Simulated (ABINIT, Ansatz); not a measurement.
**CsCaBr3 (Pm-3m): changed settings of a GW run in ABINIT**

A base run on CsCaBr3 (Pm-3m), then changed inputs.

Calculated with ABINIT 10.8.3; LDA and many-body steps on it, plane waves.

## (1) Set-up

Symmetry: Pm-3m, No. 221, cubic system. The conventional cell has a = 5.709 Å, b = 5.709 Å, c = 5.709 Å, α = 90.00°, β = 90.00°, γ = 90.00°. Cs has 12 Br at 4.04 Å nearest. Nearest to Ca lie 6 Br at 2.85 Å. Nearest to Br lie 2 Ca at 2.85 Å and 4 Cs at 4.04 Å. Farther neighbours and most contacts between anions are not listed.

As a file:

```cif
data_structure
_symmetry_space_group_name_H-M 'P 1'
_symmetry_Int_Tables_number 1
_cell_length_a 5.7087
_cell_length_b 5.7087
_cell_length_c 5.7087
_cell_angle_alpha 90.000
_cell_angle_beta 90.000
_cell_angle_gamma 90.000
_cell_volume 186.04
loop_
_atom_site_label
_atom_site_type_symbol
_atom_site_fract_x
_atom_site_fract_y
_atom_site_fract_z
_atom_site_occupancy
Cs1 Cs 0.00000 0.00000 0.00000 1
Ca2 Ca 0.50000 0.50000 0.50000 1
Br3 Br 0.50000 0.00000 0.50000 1
Br4 Br 0.00000 0.50000 0.50000 1
Br5 Br 0.50000 0.50000 0.00000 1
```

The cell and positions are those that the Materials Project relaxed with its own functionals (PBE, PBE+U or r2SCAN), kept fixed. Spin-orbit coupling is left out unless a step names it.

## (2) Screening, 2×2×2 mesh, 246 bands, screening to 141.5 eV

This step: ABINIT 10.8.3; RPA screening on LDA, plane waves, norm-conserving pseudopotentials.

The RPA dielectric matrix is built and inverted for each q.

The input, run.abi:

```
acell 3*1.0 Angstrom
rprim 
  5.708665730000 0.000000000000 0.000000000000
  0.000000000000 5.708665730000 0.000000000000
  0.000000000000 0.000000000000 5.708665730000
ntypat 3
znucl 55 20 35
natom 5
typat 1 2 3 3 3
xred 
  0.000000000000 0.000000000000 0.000000000000
  0.500000000000 0.500000000000 0.500000000000
  0.500000000000 0.000000000000 0.500000000000
  0.000000000000 0.500000000000 0.500000000000
  0.500000000000 0.500000000000 0.000000000000
pp_dirpath "pseudos"
pseudos "Cs.upf, Ca.upf, Br.upf"
ecut 30
ngkpt 2 2 2
nshiftk 1
shiftk 0 0 0
kptopt 1
chksymbreak 0
istwfk *1
occopt 1
irdwfk 1
optdriver 3
nband 246
ecuteps 5.2
inclvkb 2
awtr 1
symchi 1
indata_prefix "in"
outdata_prefix "out"
tmpdata_prefix "tmp"
```

Started as:

```sh
OMP_NUM_THREADS=1 mpirun -n 4 abinit run.abi > log
```

Output:

```text
.Version 10.8.3 of ABINIT. v10.8.2 released Aug 2026.

 Symmetries : space group Pm -3 m (#221); Bravais cP (primitive cubic)
[... echo of the input left out ...]
== DATASET  1 ==================================================================
-   mpi_nproc: 4, omp_nthreads: 1 (-1 if OMP is not activated)

--- !DatasetInfo
iteration_state: {dtset: 1, }
dimensions: {natom: 5, nkpt: 4, mband: 246, nsppol: 1, nspinor: 1, nspden: 1, mpw: 9952, }
cutoff_energies: {ecut:  30.0, pawecutdg:  -1.0, }
electrons: {nelect:   4.00000000E+01, charge:   0.00000000E+00, occopt:   1.00000000E+00, tsmear:   1.00000000E-02, }

 SCREENING: Calculation of the susceptibility and dielectric matrices

 Based on a program developped by R.W. Godby, V. Olevano, G. Onida, and L. Reining.
 Incorporated in ABINIT by V. Olevano, G.-M. Rignanese, and M. Torrent.
.Using double precision arithmetic ; gwpc =  8

[... cell and pseudopotentials left out ...]
--------------------------------------------------------------------------------

 ==== K-mesh for the wavefunctions ====
 Number of points in the irreducible wedge :     4
[... list of points left out ...]
 Together with 48 symmetry operations and time-reversal symmetry
 yields     8 points in the full Brillouin Zone.

 ==== Q-mesh for the screening function ====
 Number of points in the irreducible wedge :     4
[... list of points left out ...]
 Together with 48 symmetry operations and time-reversal symmetry
 yields     8 points in the full Brillouin Zone.

 setmesh: FFT mesh size selected  =    40x   40x   40
          total number of points  =        64000

 vcoul_init : cutoff-mode = AUXILIARY_FUNCTION
 q-points for optical limit:   1
     1)      0.000010    0.000020    0.000030

- screening: taking advantage of time-reversal symmetry
- Maximum band index for partially occupied states nbvw = 20
- Remaining bands to be divided among processors   nbcw = 226
- Number of bands treated by each node ~56

 Number of electrons calculated from density =   40.0000; Expected =   40.0000
 average of density, n =  0.031861
 r_s =    1.9568
 omega_plasma =   17.2181 [eV]

 calculating chi0 at frequencies [eV] :
  1    0.000000E+00    0.000000E+00
  2    0.000000E+00    1.721811E+01

--------------------------------------------------------------------------------
  q-point number  1        q = ( 0.000000, 0.000000, 0.000000) [r.l.u.]
--------------------------------------------------------------------------------
[... chi0 elements left out ...]
 For q-point:  0.000010 0.000020 0.000030
  dielectric constant =   3.2033
  dielectric constant without local fields =   3.7814

  Average fulfillment of the sum rule on Im[epsilon] for q-point    1 :     82.13  [%]
[... wings left out ...]
  q-point number  2        q = ( 0.500000, 0.000000, 0.000000) [r.l.u.]
--------------------------------------------------------------------------------
[... chi0 elements left out ...]
  Average fulfillment of the sum rule on Im[epsilon] for q-point    2 :     86.45  [%]

 [... 2 further q-points ...]
```

The job ended after 93 s (4 MPI ranks of Arm Neoverse V1, shared host; peak memory 2.2 GiB).

Numbers from this step:

| Quantity | Value |
| --- | --- |
| ε∞ with local fields, on this mesh, along the program's q direction | 3.203 |
| the same without local fields | 3.781 |
| plasma frequency | 17.22 eV |
| plane waves in the screening matrix | 739 |

Local fields lower ε∞ by 15 %. On a Γ-centred mesh this coarse the value itself is usually too large, while a short band sum pulls it down.

## (3) Base

The self-energy is evaluated for the states that the input lists, and the levels follow from it, in one-shot runs by the linearised quasiparticle equation.

This step: G0W0 on LDA, plane waves, norm-conserving pseudopotentials.

run.abi: that of step 2 with these lines changed.

```diff
@@ -26,8 +26,17 @@
 irdwfk 1
-optdriver 3
+optdriver 4
 nband 246
+gwcalctyp 0
+ecutsigx 30
+symsigma 1
+nkptgw 2
+kptgw 
+  0.5000000000 0.5000000000 0.5000000000
+  0.0000000000 0.0000000000 0.0000000000
+bdgw 
+  18 23
+  18 24
 ecuteps 5.2
-inclvkb 2
-awtr 1
-symchi 1
+irdscr 1
+ppmodel 1
 indata_prefix "in"
```

Output:

```text
.Version 10.8.3 of ABINIT. v10.8.2 released Aug 2026.

 Symmetries : space group Pm -3 m (#221); Bravais cP (primitive cubic)
[... echo of the input left out ...]
== DATASET  1 ==================================================================
-   mpi_nproc: 4, omp_nthreads: 1 (-1 if OMP is not activated)

--- !DatasetInfo
iteration_state: {dtset: 1, }
dimensions: {natom: 5, nkpt: 4, mband: 246, nsppol: 1, nspinor: 1, nspden: 1, mpw: 9952, }
cutoff_energies: {ecut:  30.0, pawecutdg:  -1.0, }
electrons: {nelect:   4.00000000E+01, charge:   0.00000000E+00, occopt:   1.00000000E+00, tsmear:   1.00000000E-02, }

 SIGMA: Calculation of the GW corrections

 Based on a program developped by R.W. Godby, V. Olevano, G. Onida, and L. Reining.
 Incorporated in ABINIT by V. Olevano, G.-M. Rignanese, and M. Torrent.
.Using double precision arithmetic ; gwpc =  8

[... cell and pseudopotentials left out ...]
--------------------------------------------------------------------------------

 ==== K-mesh for the wavefunctions ====
 Number of points in the irreducible wedge :     4
[... list of points left out ...]
 Together with 48 symmetry operations and time-reversal symmetry
 yields     8 points in the full Brillouin Zone.

 ==== Q-mesh for screening function ====
 Number of points in the irreducible wedge :     4
[... list of points left out ...]
 Together with 48 symmetry operations and time-reversal symmetry
 yields     8 points in the full Brillouin Zone.

 vcoul_init : cutoff-mode = AUXILIARY_FUNCTION
 q-points for optical limit:   1
     1)      0.000010    0.000020    0.000030
 setmesh: FFT mesh size selected  =    54x   54x   54
          total number of points  =       157464

 Number of electrons calculated from density =   40.0000; Expected =   40.0000
 average of density, n =  0.031861
 r_s =    1.9568
 omega_plasma =   17.2181 [eV]

 === KS Band Gaps ===
  >>>> For spin  1
   Minimum direct gap =   4.3325 [eV], located at k-point      :   0.0000  0.0000  0.0000
   Fundamental gap    =   4.0789 [eV], Top of valence bands at :   0.5000  0.5000  0.5000
                                       Bottom of conduction at :   0.0000  0.0000  0.0000
 SIGMA fundamental parameters:
 PLASMON POLE MODEL  1
 number of plane-waves for SigmaX                 9795
 number of plane-waves for SigmaC and W            739
 number of plane-waves for wavefunctions          9795
 number of bands                                   246
 number of independent spin polarizations            1
 number of spinorial components                      1
 number of k-points in IBZ                           4
 number of q-points in IBZ                           4
 number of symmetry operations                      48
 number of k-points in BZ                            8
 number of q-points in BZ                            8
 number of frequencies for dSigma/dE                 9
 frequency step for dSigma/dE [eV]                0.25
 number of omega for Sigma on real axis              0
 max omega for Sigma on real axis  [eV]           0.00
 zcut for avoiding poles [eV]                     0.10

 EPSILON^-1 parameters (SCR file):
 dimension of the eps^-1 matrix on file            739
 dimension of the eps^-1 matrix used               739
 number of plane-waves for wavefunctions          9795
 number of bands                                   246
 number of q-points in IBZ                           4
 number of frequencies                               2
 number of real frequencies                          1
 number of imag frequencies                          1

 matrix elements of self-energy operator (all in [eV])

 Perturbative Calculation

--- !SelfEnergy_ee
iteration_state: {dtset: 1, }
kpoint     : [   0.500,    0.500,    0.500, ]
spin       : 1
KS_gap     :    5.719
QP_gap     :    8.059
Delta_QP_KS:    2.340
data: !SigmaeeData |
     Band     E0 <VxcDFT>   SigX SigC(E0)      Z dSigC/dE  Sig(E)    E-E0       E
       18   0.587 -12.794 -16.353   2.055   0.801  -0.248 -13.999  -1.205  -0.619
       19   0.587 -12.794 -16.353   2.055   0.801  -0.248 -13.999  -1.205  -0.619
       20   0.587 -12.794 -16.353   2.055   0.801  -0.248 -13.999  -1.205  -0.619
       21   6.306  -7.934  -3.495  -3.098   0.846  -0.183  -6.800   1.134   7.440
       22   6.306  -7.934  -3.495  -3.098   0.846  -0.183  -6.800   1.134   7.440
       23   6.306  -7.934  -3.495  -3.098   0.846  -0.183  -6.800   1.134   7.440

--- !SelfEnergy_ee
iteration_state: {dtset: 1, }
kpoint     : [   0.000,    0.000,    0.000, ]
spin       : 1
KS_gap     :    4.332
QP_gap     :    6.582
Delta_QP_KS:    2.249
data: !SigmaeeData |
     Band     E0 <VxcDFT>   SigX SigC(E0)      Z dSigC/dE  Sig(E)    E-E0       E
[...]
22   5.101 -11.208  -5.425  -3.508   0.827  -0.210  -9.328   1.880   6.981
       23   5.101 -11.208  -5.425  -3.508   0.827  -0.210  -9.328   1.880   6.981
       24   5.101 -11.208  -5.425  -3.508   0.827  -0.210  -9.328   1.880   6.981

== END DATASET(S) ==============================================================
================================================================================

 -outvars: echo values of variables after computation  --------
           etotal      0.0000000000E+00
            nband         246
             nkpt           4
          spgroup         221
 [... the other variables as echoed above ...]

 Calculation completed.
```

Elapsed: 87 s, on 4 MPI ranks; peak memory 2.3 GiB; 5.8 min of CPU time.

Numbers from this step:

| Property | Result |
| --- | --- |
| G0W0 gap on the points computed | 6.328 eV |
| starting gap on the mesh | 4.079 eV |
| k of the valence top | 0.5, 0.5, 0.5 |
| k of the conduction bottom | 0, 0, 0 |
| Z at the valence top | 0.801 |
| Z at the conduction bottom | 0.85 |
| least direct G0W0 gap on the computed points | 6.582 eV |

The gap on the mesh goes from 4.08 eV to 6.33 eV, a correction of +2.25 eV.

(Continued in part 2 of 2.)

[Paths, hosts, dates, memory and timing lines, banners, echoed tables and standing remarks are left out of the program output.]

[Logs are printed without paths, hosts, clocks, repeated set-up lines and the standing remarks that a program may print on its own settings, such as how far it seeks lower states.]

[Runs of the session that timed out or met a known fault of the program may be left out.]

[Hosts, paths, dates, database ids (printed as entryN), source tags and the programs' standing remarks are cut or masked in the printed files.]

[G0W0 gaps are taken among the corrected bands and points alone; a level outside them can change the order at an edge.]

[Where Ansatz stands beside ABINIT at settings called matched, ABINIT's density can come from a denser mesh and the files from another edition; pairs whose starting gaps differed by over 0.03 eV were left out, so agreement reads better than it is.]
